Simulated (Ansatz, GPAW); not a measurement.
# A 11-layer slab of Ca(110): work function by functional and basis, part 3 of 3

Aim: the work function of both faces of a 11-layer slab of Ca(110), and its spread over functionals and bases.

GPAW 26.7.0 and Ansatz 0.2.0; Ansatz plane waves; slab in vacuum with a dipole correction, relaxation (the session's first sound run).

So far, upper work function (eV): step 2 (relaxation, PBE) 2.81; step 6 (self-consistent run: xc = "vdW-DF2", GPAW, PAW setups, GPAW) 3.05; step 7 (OptPBE vdW: xc = "optPBE-vdW", GPAW, PAW setups, GPAW) 2.96; step 8 (self-consistent run: xc = "RPBE") 2.74; step 9 (real-space grid: mode = "fd", PBE, GPAW) 2.81.

**11. A second plane-wave code**

A second program with its own datasets checks the number independently.

This step: Ansatz plane waves; slab in vacuum with a dipole correction (Ansatz 0.2.0).

Input file input.yaml:

```yaml
crystal:
  lattice:
    - [5.58, 0.0, 0.0]
    - [0.0, 3.945655839, 0.0]
    - [0.0, 0.0, 33.7282791951]
  atoms:
    - { symbol: Ca, position: [0.0, 0.0, 0.2075409765] }
    - { symbol: Ca, position: [0.5, 0.5, 0.2660327812] }
    - { symbol: Ca, position: [0.0, 0.0, 0.3245245859] }
    - { symbol: Ca, position: [0.5, 0.5, 0.3830163906] }
    - { symbol: Ca, position: [0.0, 0.0, 0.4415081953] }
    - { symbol: Ca, position: [0.5, 0.5, 0.4986782602] }
    - { symbol: Ca, position: [0.0, 0.0, 0.5563119195] }
    - { symbol: Ca, position: [0.5, 0.5, 0.6138189507] }
    - { symbol: Ca, position: [0.0, 0.0, 0.6721000218] }
    - { symbol: Ca, position: [0.5, 0.5, 0.7286148711] }
    - { symbol: Ca, position: [0.0, 0.0, 0.7842439999] }
kpoints:
  mp_grid: { grid: [6, 8, 1] }
hamiltonian:
  xc: pbe
scf:
  occupations: { method: fermi_dirac, width: 0.1 }
efield:
  axis: 3
  dipole_correction: true
  ramp_width: 0.05
output:
  forces: true
  write_potential: true
  write_density: true
  volumetric_format: npy
  elf: true
```

Command:

```sh
$ ansatz run input.yaml --threads 4 --pin off --max-ram 8192MiB --backend cpu --events-out ev --progress --plain --runs-dir out
```

Numbers of over 12 decimals in the logs are rounded to 6 here.

What it wrote:

```text
[...]
Crystal: 11 atoms, lattice volume = 742.587 Å³
Basis set: ecut = 420 eV, 14555 PW (Γ), exchange–correlation on 80×54×480 points (8 copies of the dense FFT grid, shifted against one another)
Bands: 66, of which v1, the nominal top of the filled ones, is band 55 counted from 1 (54 counted from 0)
Symmetry: 4 space group operations
[...]
k-points: 20 of 48
[...]
SCF iter   1: F=—  HF=-19984.322532 eV  |F-HF|=—  |Δ(HF+E_count)|=         —  Δρ=2.82e-3  dr2=6.62e0  ethr=1.77e-3  p=-0.007 e·Å  D=-1.64e-3 V/Å  ΔV_dip=0.06 eV  dr2_dipole=1.28e-2  V_vac-E_F(+/−)=2.46/2.40 eV  ⟨swp⟩=14.7  Hψ=17347  notcnv=0
[...]
SCF iter   8: F=-19984.216038 eV  HF=-19984.216038 eV  |F-HF|=3.15e-8  |Δ(HF+E_count)|=   1.80e-8  Δρ=1.59e-6  dr2=8.81e-8  ethr=9.09e-11  p=-0.001 e·Å  D=-1.60e-4 V/Å  ΔV_dip=0.01 eV  dr2_dipole=1.44e-9  V_vac-E_F(+/−)=2.81/2.81 eV  ⟨swp⟩=23.3  Hψ=12229  notcnv=0
[...]
SCF 1 converged in 8 iterations: F = -19984.216038 eV  dr2 = 8.81e-8
[...]
SCF converged after 8 iterations
Free energy (F): -19984.216038 eV
[...]
Internal energy: -19983.745996 eV  (E = F + TS)
E sigma→0 (E₀):  -19983.981017 eV
Entropy (-TS):   -0.470043 eV (-42.731 meV/atom)
Fermi energy:    2.124889 eV
Dipole field:    D = -0.000134 V/Å  (p = -0.000550 e·Å, saw-weighted, corrected)
Work function:   Φ+ = 2.8151 eV   Φ− = 2.8106 eV
[...]
--- Forces (eV/Å), atoms counted from 1 ---
  atom   1  Ca     0.00000000     0.00000000     0.12183220
  atom   2  Ca     0.00000000     0.00000000     0.01379270
  atom   3  Ca     0.00000000    -0.00000000    -0.07002932
  atom   4  Ca     0.00000000    -0.00000000    -0.02056645
  atom   5  Ca     0.00000000    -0.00000000    -0.05349218
  atom   6  Ca     0.00000000     0.00000000     0.00121062
  atom   7  Ca     0.00000000     0.00000000     0.00803936
  atom   8  Ca     0.00000000     0.00000000     0.00561621
  atom   9  Ca     0.00000000    -0.00000000    -0.01524680
  atom  10  Ca     0.00000000    -0.00000000    -0.00403227
  atom  11  Ca     0.00000000     0.00000000     0.01286228
  max |Σ_I F_I| component: 1.36e-5 eV/Å
--- Band table (eV; the first three rows and the last of 20) ---
  k-point 0: bands = [... 51 lower, 1.7344, 1.7669, 1.9184, 2.1382, 2.3112, 2.4811, 2.6829, 2.7088, ... 18 higher]
  k-point 1: bands = [... 51 lower, 1.8693, 1.8737, 2.0298, 2.2015, 2.4279, 2.5437, 2.7140, 2.7501, ... 18 higher]
  k-point 2: bands = [... 51 lower, 2.0913, 2.1704, 2.2470, 2.3055, 2.5556, 2.6236, 2.6504, 2.7387, ... 18 higher]
  k-point 19: bands = [... 51 lower, 1.9310, 1.9443, 1.9755, 1.9959, 2.0513, 2.1075, 2.1387, 2.1831, ... 18 higher]
```

Wall time 1.8 min (4 threads of Arm Neoverse N1, shared host); peak memory 1.8 GiB.

This step gave:

```
upper work function     : 2.815 eV
lower work function     : 2.811 eV
dipole along the normal : -5.50e-4 e·Å
dipole field            : -1.34e-4 V/Å
vacuum level above      : 4.940 eV
```

The electrostatic potential energy of an electron (with the applied field's), less the Fermi level, planar mean oscillates, so the rows of the table below give means over windows of 1.97 Å about each position, cut where the curve ends. Its maxima inside the range that stand out by 2 % of the span (Å: eV): 8.0: -0.994, 10.0: -0.863, 11.9: -0.874, 13.9: -0.869, 15.9: -1.05, 17.8: -0.997, 19.7: -1.04, 21.6: -0.899, 23.6: -1.10, 25.4: -1.42. Its minima: 7.0: -5.03, 9.0: -4.73, 11.0: -4.79, 12.9: -4.79, 14.9: -4.81, 16.9: -4.79, 18.8: -4.77, 20.7: -4.78, 22.6: -4.80, 24.6: -4.79, 26.4: -5.09.

The electrostatic potential energy of an electron (with the applied field's), less the Fermi level, planar mean by z; means over each step:

```tsv
z (Å)	electrostatic potential energy of an electron (with the applied field's), less the Fermi level, planar mean (eV)
0.98	2.81
2.96	2.79
4.93	2.23
6.90	-2.68
8.87	-2.80
10.84	-2.81
12.80	-2.81
14.78	-2.84
16.75	-2.87
18.71	-2.86
20.69	-2.84
22.66	-2.86
24.62	-2.95
26.60	-2.70
28.57	2.27
30.54	2.80
32.51	2.81
```

The valence density, planar mean oscillates, so the rows of the table below give means over windows of 1.97 Å about each position, cut where the curve ends. Its maxima inside the range that stand out by 2 % of the span (Å: e/Å³): 7.0: 0.395, 9.0: 0.405, 11.0: 0.404, 12.9: 0.404, 14.9: 0.405, 16.9: 0.403, 18.8: 0.400, 20.7: 0.403, 22.6: 0.403, 24.6: 0.408, 26.4: 0.396. Its minima: 8.0: 0.0815, 10.0: 0.0803, 11.9: 0.0805, 13.9: 0.0805, 15.9: 0.0860, 17.8: 0.0858, 19.7: 0.0861, 21.6: 0.0825, 23.6: 0.0885, 25.6: 0.0950.

Valence density, planar mean against z; means over each step:

```tsv
z (Å)	valence density, planar mean (e/Å³)
0.98	8.5e-6
2.96	3.3e-4
4.93	0.00844
6.90	0.216
8.87	0.232
10.84	0.230
12.80	0.230
14.78	0.231
16.75	0.232
18.71	0.232
20.69	0.231
22.66	0.232
24.62	0.236
26.60	0.216
28.57	0.00796
30.54	3.1e-4
32.51	7.9e-6
```

Force by atom:

```tsv
atom	x (eV/Å)	y (eV/Å)	z (eV/Å)	size
Ca1	0.000	0.000	0.122	0.122
Ca2	0.000	0.000	0.014	0.014
Ca3	0.000	0.000	-0.070	0.070
Ca4	0.000	0.000	-0.021	0.021
Ca5	0.000	0.000	-0.053	0.053
Ca6	0.000	0.000	0.001	0.001
Ca7	0.000	0.000	0.008	0.008
Ca8	0.000	0.000	0.006	0.006
Ca9	0.000	0.000	-0.015	0.015
Ca10	0.000	0.000	-0.004	0.004
Ca11	0.000	0.000	0.013	0.013
```

Electrostatic potential energy in the ca plane at fractional y = 0.000, with atoms of Ca within 0.2 Å of it. With pseudopotentials it is smooth inside the atoms' cores, unlike the true potential.

Ten even steps from '0' (-49 eV) to '9' (5 eV), each cell a mean:
```
26899985000479999740005899985100278999999999
58999987423689999864247899987523588999999999
88999998777899999987778999998877889999999999
99999999999999999999999999999988999999999999
99999999999999999999999999999999999999999999
99999999999999999999999999999999999999999999
99999999999999999999999999999999999999999999
99999999999999999999999999999999999999999999
99999999999999999999999999999999999999999999
99999999999999999999999999999999999999999999
99999999999999999999999999999999999999999999
89999999888899999988889999999888899999999999
78999998655789999876568999998655789999999999
37899986201589999851026899986201478999999999
16899984000378999730004899985000168999999999
```
Columns run along c (16.0 Å, from fractional 0.46 to 0.93 of the cell; values clipped at the 3rd and 97th percentile), rows up along a (5.6 Å). Atoms in or near the plane, at fractional coordinates: Ca at (0.56, 0.00), Ca at (0.67, 0.00), Ca at (0.78, 0.00).

Valence density in the ca plane at fractional y = 0.000, with atoms of Ca within 0.2 Å of it. It is the smooth field of the valence electrons, not physical close to the nuclei.

Values in e/Å³, 8 rows by 16 columns, each cell a mean:
```
0.8 0.1 0.5 3.5 0.5 0.1 0.7 3.4 0.3 0.1 1.3 2.9 0.1 0.0 0.0 0.0
0.1 0.1 0.1 0.3 0.1 0.1 0.1 0.3 0.1 0.1 0.1 0.2 0.0 0.0 0.0 0.0
0.1 0.1 0.1 0.1 0.1 0.1 0.1 0.1 0.1 0.1 0.1 0.0 0.0 0.0 0.0 0.0
0.1 0.1 0.1 0.0 0.1 0.1 0.1 0.0 0.1 0.1 0.0 0.0 0.0 0.0 0.0 0.0
0.1 0.1 0.1 0.0 0.1 0.1 0.1 0.0 0.1 0.1 0.0 0.0 0.0 0.0 0.0 0.0
0.1 0.1 0.1 0.1 0.1 0.1 0.1 0.1 0.1 0.1 0.1 0.0 0.0 0.0 0.0 0.0
0.2 0.1 0.1 0.7 0.1 0.1 0.2 0.7 0.1 0.1 0.3 0.6 0.0 0.0 0.0 0.0
1.1 0.1 0.7 4.7 0.7 0.1 0.9 4.7 0.5 0.1 1.8 4.0 0.2 0.0 0.0 0.0
```
Columns run along c (16.0 Å, from fractional 0.46 to 0.93 of the cell), rows up along a (5.6 Å). Atoms in or near the plane, at fractional coordinates: Ca at (0.56, 0.00), Ca at (0.67, 0.00), Ca at (0.78, 0.00).

ELF in the ca plane at fractional y = 0.000, with atoms of Ca within 0.2 Å of it. It is the smooth field of the valence electrons, not physical close to the nuclei.

Ten even steps from '0' (0.00) to '9' (0.85), each cell a mean:
```
95023117999930330389998113216999950023210000
72134204899511441159984025313799720123210000
10255411243113553113421146521243200122110000
12466532111135665311112467753111012332100000
55666665444566666654445666776543333321000000
77655567777766556677777666677776654321000000
77644567777765445677777655567777653211000000
77544567777765445677777655567777653210000000
77655567777765556677777665677877654211000000
66665666666666666666566666777765544321000000
24566653222346666432223567765321123322100000
11356421111014664101111256641111001232100000
41145202676302452036762035411577410122210000
93024116999821331279996114205999940023210000
96123128999930230399998213217999960013210000
```
Columns run along c (16.0 Å, from fractional 0.46 to 0.93 of the cell), rows up along a (5.6 Å). Atoms in or near the plane, at fractional coordinates: Ca at (0.56, 0.00), Ca at (0.67, 0.00), Ca at (0.78, 0.00).

The upper face's work function is 2.815 eV, against 2.816 eV in the first plane-wave PBE run at this geometry.

**12. Side by side**

Results and costs are gathered.

This step: comparison of work functions, dipole and cost (GPAW 26.7.0).

Ladder, by row:

```tsv
step	code	work function, upper (eV)	work function, lower (eV)	dipole (e Å)	wall time (s)	peak memory (GiB)	threads
pw	GPAW	2.816	2.81	-6.39e-4	2269	0.76	1
LDA	GPAW	2.933	2.927	-6.65e-4	2479	0.76	1
revPBE	GPAW	2.743	2.737	-6.48e-4	2280	0.76	1
vdW-DF2	GPAW	3.045	3.041	-4.23e-4	3145	1.18	1
optPBE-vdW	GPAW	2.962	2.954	-9.25e-4	3487	1.18	1
RPBE	GPAW	2.743	2.737	-6.37e-4	2323	0.76	1
fd	GPAW	2.814	2.807	-8.64e-4	17533	4.43	1
ansatz	Ansatz	2.815	2.811	-5.50e-4	107.2	1.804	4
```

**13. Outcome**

| Item | Value |
| --- | --- |
| work function, upper and lower face | 2.816 and 2.810 eV |
| dipole along the normal | -6.4e-4 e Å |

What this shows: With plane waves and PBE the work function is 2.82 eV on the upper face and 2.81 eV on the lower. The measured value for polycrystalline Ca, which weights the faces of low work function, is 2.87 eV (as compiled in "Anisotropic work function of elemental crystals", 2019, arxiv:1902.07811); the relaxed upper face lies 0.054 eV under it with PBE, and PBE comes nearest (2.82 eV). Measured work functions scatter by a tenth of an eV or more between methods. Over the sound runs of the table the upper face's work function spans 2.743 (RPBE) to 3.045 eV (vdW-DF2). The two plane-wave codes differ by 5.3e-4 eV on the upper face. The small printed dipole stands for a step of 5.3 meV from the lower to the upper face, and the probes find 5.6 meV; values this small are near the numerical noise of both. The in-plane lattice was kept as typed, which isn't the functional's own and leaves some strain; spin-orbit coupling and temperature are left out.

[Logs are printed without paths, hosts, clocks, repeated set-up lines and the standing remarks that a program may print on its own settings, such as how far it seeks lower states.]

[Hosts, paths, dates, database ids (printed as entryN), source tags and the programs' standing remarks are cut or masked in the printed files.]
